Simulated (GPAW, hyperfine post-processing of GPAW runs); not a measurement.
**Hyperfine shifts in MgAl2Co2O6 from spin-polarised DFT**

How far does Co shift the 27Al, 25Mg and 17O resonances of MgAl2Co2O6 at 298 K?

Main program and level: GPAW 26.7.0; DFT, revPBE+U, plane-wave PAW, GPAW setups, collinear spin, scalar-relativistic.

## (1) The starting structure

The cell holds 11 atoms: 2 Co, 2 Al, 1 Mg and 6 O. Cell: a = 5.095 Å, b = 5.101 Å, c = 5.610 Å, α = 90.1°, β = 116.9°, γ = 119.9°.

Structure file:

```xyz
11
Lattice="5.0948 0.0000 0.0000 -2.5430 4.4217 0.0000 -2.5409 -1.4770 4.7782" Properties=species:S:1:pos:R:3 pbc="T T T"
Co    2.5563    1.4749    2.0310
Co   -2.5251    1.4486    4.6729
Al    0.0166    2.9465    2.4328
Al    0.0043   -0.0072    0.2249
Mg    0.0095   -0.0040    2.9777
O     3.5370   -0.1801    1.3576
O    -0.7832    1.7051    3.6730
O    -1.5953    3.1510    1.3485
O     1.8774   -0.1738    3.6704
O     0.6363    1.4437    1.3570
O    -3.6101    2.8798    3.6694
```

The cell is a computed entry of the Materials Project; it need not be the form that is stable at ambient conditions. The atoms stand as given; the largest force on them is 0.18 eV/Å.

## (2) The ferromagnetic state

The hyperfine field is read from the state with all Co moments parallel, which stands for the saturated paramagnet. A Hubbard U holds the open shell closer to the ion than the plain functional does, which changes how much spin reaches the ligands. GPAW's U acts on normalised projectors, so its value can't be carried over from other programs one to one.

Input file scf.py:

```python
import json
from ase import Atoms
from ase.parallel import parprint
from gpaw import GPAW, PW, FermiDirac, MixerDif

atoms = Atoms(['Co', 'Co', 'Al', 'Al', 'Mg', 'O', 'O', 'O', 'O', 'O', 'O'],
              cell=[[5.094771, 0.0, 0.0], [-2.54302, 4.421716, 0.0], [-2.540906, -1.476991, 4.77823]],
              scaled_positions=[[0.951089, 0.475537, 0.425052], [0.318688, 0.654274, 0.977959], [0.67469, 0.836445, 0.509136], [0.031358, 0.014095, 0.04707], [0.416109, 0.207262, 0.623172], [0.862972, 0.054172, 0.284112], [0.550282, 0.642377, 0.768691], [0.23038, 0.806892, 0.282213], [0.860062, 0.217284, 0.768158], [0.476843, 0.42136, 0.283986], [0.127521, 0.907799, 0.767949]],
              magmoms=[3.0, 3.0, 0.0, 0.0, 0.0, 0.0, 0.0, 0.0, 0.0, 0.0, 0.0], pbc=True)
atoms.calc = GPAW(mode=PW(500), xc='revPBE', kpts={'size': (5, 5, 4), 'gamma': True}, spinpol=True, setups={'Co': ':d,3.3'},
                  occupations=FermiDirac(0.02, fixmagmom=True), mixer=MixerDif(0.12, 6, 30),
                  convergence={'density': 1e-5}, maxiter=150, symmetry={'tolerance': 1e-4},
                  legacy_gpaw=True, txt='scf.txt')
parprint('energy', atoms.get_potential_energy())
parprint('moment', atoms.get_magnetic_moment())
parprint('moments', json.dumps(atoms.get_magnetic_moments().round(4).tolist()))
parprint('fermi', json.dumps(list(map(float, atoms.calc.get_fermi_levels()))))
levels = [[e - f for k in range(len(atoms.calc.get_ibz_k_points())) for e in atoms.calc.get_eigenvalues(k, s)] for s, f in enumerate(atoms.calc.get_fermi_levels())]
parprint('gap', min(min(e for e in x if e > 0) + f for x, f in zip(levels, atoms.calc.get_fermi_levels())) - max(max(e for e in x if e <= 0) + f for x, f in zip(levels, atoms.calc.get_fermi_levels())))
parprint('positions', json.dumps(atoms.get_scaled_positions(wrap=False).round(6).tolist()))
parprint('forces', json.dumps(atoms.get_forces().round(4).tolist()))
atoms.calc.write('gs.gpw')
```

A second script reads the saved density on one core and turns GPAW's hyperfine parameters into fields at the nuclei:

Input file contact.py:

```python
import numpy as np
from ase import units
from gpaw import GPAW
from gpaw.hyperfine import G_FACTOR_E, alpha, hyperfine_parameters, paw_correction
from gpaw.utilities import unpack_density

calc = GPAW('gs.gpw', legacy_gpaw=True, txt=None)
tesla = units._e / units._hplanck / 7.6225932e6 / 2  # eV per unit g_N to the field at the nucleus
unit = np.pi * alpha**2 * G_FACTOR_E * units._me / units._mp * units.Ha
valence = hyperfine_parameters(calc, exclude_core=True)
print('atom     contact field (T): all, valence')
for a, s in enumerate(calc.get_atoms().symbols):
    args = unpack_density(calc.density.D_asp[a]), calc.wfs.setups[a], calc.hamiltonian.xc
    try:  # the response of the frozen core, atom by atom
        core = (paw_correction(*args, False) - paw_correction(*args, True)) * unit
    except AssertionError:
        core = np.full((3, 3), np.nan)
    print(f'{a + 1:3d} {s:2s} {np.trace(valence[a] + core) / 3 * tesla:11.5f} {np.trace(valence[a]) / 3 * tesla:11.5f}')
```

The run is started by

```sh
$ OMP_NUM_THREADS=1 mpirun -n 4 gpaw python scf.py > gpaw.log
$ python contact.py
```

Numbers of over 12 decimals in the logs are rounded to 6 here.

Log:

```text
[a pick of lines from scf.txt and the scripts' output, long numbers rounded; set-up, eigenvalues, and the printed gap, site moments, positions and forces are left out]
Symmetries present (total): 1
100 k-points: 5 x 5 x 4 Monkhorst-Pack grid + [0.000000,0.000000,1/8]
51 k-points in the irreducible part of the Brillouin zone
  Cutoff energy: 500.000 eV
Occupation numbers: Fixed magnetic moment: 6.000
  width: 0.0200  # eV
XC parameters: revPBE with 2 nearest neighbor stencil
Number of bands in calculation: 50
Number of valence electrons: 70
iter:   1 01:43:35   -73.394208                   +6.0085
iter:   2 01:43:42   -71.324517   -0.72  -0.91    +6.0025
iter:   3 01:43:49   -73.425725   -0.62  -1.03    +6.0016
[... 76 further iterations ...]
iter:  80 01:52:26   -71.257284c  -7.71c -4.51    +6.0000
iter:  81 01:52:32   -71.257287c  -8.10c -4.84    +6.0000
iter:  82 01:52:39   -71.257288c  -8.56c -5.04c   +6.0000
Converged after 82 iterations.
Total magnetic moment: (0.000000, 0.000000, 6.000000)
Local magnetic moments:
Free energy:    -71.257288
Extrapolated:   -71.257288
Fermi levels: 8.20061, 8.07593
energy -71.257288
moment 6.000000
fermi [8.200610, 8.075934]
atom     contact field (T): all, valence
  1 Co   -17.41593    17.64510
  2 Co   -21.70131    13.33306
  3 Al         nan     0.64221
  4 Al         nan     0.63150
  5 Mg     0.58918     0.60355
  6 O      5.43276     6.37080
  7 O      4.52952     5.46177
  8 O      5.07615     5.99773
  9 O      4.82160     5.72138
 10 O      5.44375     6.41402
 11 O      4.80516     5.67894
```

Elapsed: 9.5 min, on 4 MPI ranks of Arm Neoverse V1, shared host.

The cell holds 6.00 μB on 2 Co, so S = 1.50. The total moment is held at that value. The contact field is B = (2μ₀/3) μB ρ_s, 7.769 T for 1 e/Å³, and A_iso = γB/(2πS) sums over all ions. The valence part leaves out the polarisation of the frozen cores, which GPAW adds afterwards by solving for the core states in the spin-dependent potential. That solver failed on Al (see the log), where the valence field alone is used below:

```
 site  atom  atoms in cell                                                   links to Co  field (T)  valence part (T)  A_iso (MHz)
Al(1)     3              1  7 Co through links of 75° (3), 86° (3), 96° (3) and 138° (3)      0.642             0.642         4.75
Al(2)     4              1    9 Co through links of 91 to 95° (6), 120° (3) and 143° (3)      0.631             0.631         4.67
   Mg     5              1    9 Co through links of 88 to 92° (6), 114° (3) and 146° (3)      0.589             0.604        -1.02
 O(1)     6              2                              bonded to 2 Co at 2.04 to 2.20 Å       5.43              6.37        -20.9
 O(2)     7              1                              bonded to 2 Co at 2.02 to 2.41 Å       4.53              5.46        -17.4
 O(3)     8              1                              bonded to 2 Co at 2.04 to 2.18 Å       5.08              6.00        -19.5
 O(4)     9              1                              bonded to 2 Co at 2.03 to 2.42 Å       4.82              5.72        -18.6
 O(5)    11              1                              bonded to 2 Co at 2.06 to 2.41 Å       4.81              5.68        -18.5
```

## (3) One ion reversed at a time

Above the ordering point the moments are not free: their couplings set the Weiss constant, which scales every shift. Reversing one ion measures these couplings, and shows at once how much of each shift that ion sends.

Changes to scf.py since step 2:

```diff
@@ -8,3 +8,3 @@
               scaled_positions=[[0.951089, 0.475537, 0.425052], [0.318688, 0.654274, 0.977959], [0.67469, 0.836445, 0.509136], [0.031358, 0.014095, 0.04707], [0.416109, 0.207262, 0.623172], [0.862972, 0.054172, 0.284112], [0.550282, 0.642377, 0.768691], [0.23038, 0.806892, 0.282213], [0.860062, 0.217284, 0.768158], [0.476843, 0.42136, 0.283986], [0.127521, 0.907799, 0.767949]],
-              magmoms=[3.0, 3.0, 0.0, 0.0, 0.0, 0.0, 0.0, 0.0, 0.0, 0.0, 0.0], pbc=True)
+              magmoms=[-3.0, 3.0, 0.0, 0.0, 0.0, 0.0, 0.0, 0.0, 0.0, 0.0, 0.0], pbc=True)
 atoms.calc = GPAW(mode=PW(500), xc='revPBE', kpts={'size': (5, 5, 4), 'gamma': True}, spinpol=True, setups={'Co': ':d,3.3'},
```

Log:

```text
[a pick of lines from scf.txt and the scripts' output, long numbers rounded; set-up, eigenvalues, and the printed gap, site moments, positions and forces are left out]
Symmetries present (total): 1
100 k-points: 5 x 5 x 4 Monkhorst-Pack grid + [0.000000,0.000000,1/8]
51 k-points in the irreducible part of the Brillouin zone
  Cutoff energy: 500.000 eV
Occupation numbers: Fixed magnetic moment: 0.000
  width: 0.0200  # eV
XC parameters: revPBE with 2 nearest neighbor stencil
Number of bands in calculation: 46
Number of valence electrons: 70
iter:   1 01:53:02   -72.868671                   +0.0000
iter:   2 01:53:08   -71.334521   -0.67  -0.90    +0.0000
iter:   3 01:53:15   -70.225818   -0.46  -1.02    +0.0000
[... 53 further iterations ...]
iter:  57 01:58:48   -71.259149c  -8.12c -4.78    +0.0000
iter:  58 01:58:54   -71.259147c  -8.29c -4.88    +0.0000
iter:  59 01:59:00   -71.259149c  -7.45c -5.02c   -0.0000
Converged after 59 iterations.
Total magnetic moment: (0.000000, 0.000000, -0.000000)
Local magnetic moments:
Free energy:    -71.259149
Extrapolated:   -71.259149
Fermi levels: 7.29026, 7.49439
energy -71.259149
moment -9.957312752106873e-16
fermi [7.290260, 7.494390]
atom     contact field (T): all, valence
  1 Co    17.16877   -17.85967
  2 Co   -20.22417    14.43671
  3 Al         nan     0.32124
  4 Al         nan    -0.98693
  5 Mg     0.71302     0.73098
[...]
10 O      0.09800     0.04458
 11 O      1.60050     1.77906
```

Run time: 6.4 min. Hardware: 4 MPI ranks; 25 min of CPU time.

The parallel state has -71.2573 eV at zero smearing. Each flip reverses one ion with all its periodic images. It gives an energy and, by half the change of the contact field, the share of that set of ions in each shift at 298 K (ppm; atoms of one site can get unlike shares):

```
atom reversed  energy (eV)  change (meV)  Al(1)  Al(2)    Mg           O(1)   O(2)  O(3)   O(4)
          Co1     -71.2591          -1.9    603   3040  -233   9950 / 10000   5700  9940   5920
          Co2     -71.2591          -1.9   1810   -668  2450  10400 / 10500  11300  9130  12200
```

In mean-field theory Θ = ΔE (S + 1) / (6 S k_B), as a plain mean over the flips, not weighted by how often each ion occurs: Θ = -6 K. Couplings between an ion and its own images are missing, but in this cell they lie beyond the nearest magnetic neighbours. Θ = 0 is used for the shifts.

## (4) Cost against result

Spin transfer to the ligands hangs on how far the functional delocalises the open shell, so other levels show how much the fields depend on it.

Contact fields (T) with all moments parallel; times on 4 MPI ranks of Arm Neoverse V1, shared host. The cutoff is 500 eV where none is named; the moment is held in each run.

```
                      level  moment (μB)     time  Al(1)  Al(2)     Mg  O(1)  O(2)  O(3)
        revPBE +U Co 3.3 eV         6.00  9.5 min  0.642  0.631  0.589  5.43  4.53  5.08
          revPBE +U Co 2 eV         6.00   13 min  0.660  0.597  0.651  5.72  4.83  5.38
        revPBE +U Co 4.6 eV         6.00   12 min  0.616  0.641  0.536  5.13  4.24  4.77
           LDA +U Co 3.3 eV         6.00   12 min  0.684  0.486  0.604  5.30  4.50  4.98
revPBE +U Co 3.3 eV, 650 eV         6.00  8.1 min  0.629  0.626  0.578  5.38  4.50  5.03
```

Not finished: revPBE (not converged after 18 min).

## (5) From fields to shifts

The shift is δ = B · g μB (S + 1) / (3 k_B (T − Θ)) with g = 2; at 298 K and Θ = 0 K one tesla gives 3757 ppm. The anisotropy is a sum over point dipoles on the Co ions, scaled alike; on atoms bound to Co, spin in their own p shell adds an anisotropy that this leaves out.

```
 site  nucleus  δ_iso (ppm)  reduced anisotropy (ppm)  asymmetry
Al(1)     27Al         2410                       322       0.05
Al(2)     27Al         2370                      -925       0.05
   Mg     25Mg         2210                      -436       0.03
 O(1)      17O        20400                      2740       0.54
 O(2)      17O        17000                      2230       0.88
 O(3)      17O        19100                      2700       0.58
 O(4)      17O        18100                      2230       0.87
 O(5)      17O        18100                      2140       0.91
```

The reduced anisotropy is δ_zz − δ_iso, with zz the principal value farthest from δ_iso. The Weiss constant adds its own doubt: exchange couplings from semilocal functionals with a U can miss even their sign, and a Θ lower by 100 K would lower every shift by 25 %.

27Al MAS at 7.05 T (78.3 MHz), 60 kHz, 298 K; contact and dipolar shift alone, no orbital or quadrupolar part; lines under 1.5 % of the strongest are left out. NMR lines, with heights relative to the strongest:

```
position (ppm)         label  intensity
         839.4      Al(2) -2        2.1
        1605.9      Al(2) -1        7.1
        2372.4  Al(2) centre         83
        2412.6  Al(1) centre        100
        3138.9      Al(2) +1         10
```

## (6) Summary of results

| Property | Result |
| --- | --- |
| spin of Co | 1.50 |
| Weiss constant, mean field (rough, not used) | -6 K |
| 27Al contact shift at 298 K, Θ = 0 K | 2410, 2370 ppm |
| 25Mg contact shift at 298 K, Θ = 0 K | 2210 ppm |
| 17O contact shift at 298 K, Θ = 0 K | 20400, 17000, 19100, 18100, 18100 ppm |

At 298 K the Co moments shift 27Al on Al(1) by 2410 ppm, 27Al on Al(2) by 2370 ppm, 25Mg on Mg by 2210 ppm, 17O on O(1) by 20400 ppm, 17O on O(2) by 17000 ppm and 17O on O(3) by 19100 ppm, scaled with a pure Curie law. No measured Weiss constant is at hand, and the one from single flips is too rough to scale with, so the shifts are given for a pure Curie law; each 30 K of Θ would move them by about 10 %. Over the levels shown, the field at Al(1) runs from 0.616 T (revPBE +U Co 4.6 eV) to 0.684 T (LDA +U Co 3.3 eV). All this holds only well above the ordering temperature and the strongest exchange, neither of which is computed. The orbital (chemical) shift and the pseudocontact shift from g anisotropy are not included. The moment is taken as spin only; Co in this state can carry an orbital part, which raises the real effective moment. GPAW's core response is not screened by the valence electrons and can be too large by up to a factor of two, so sites where total and valence fields differ much are unsure by that part. For anions bound to the magnetic ion the point-dipole anisotropy lacks the spin in their own p orbitals, and their lines are broad and relax fast. The dipole sum is for a spherical crystallite; bulk susceptibility, which broadens real lines, and quadrupolar couplings are left out.

[Logs are printed without paths, hosts, clocks, repeated set-up lines and the standing remarks that a program may print on its own settings, such as how far it seeks lower states.]

[Hosts, paths, dates, database ids (printed as entryN), source tags and the programs' standing remarks are cut or masked in the printed files.]
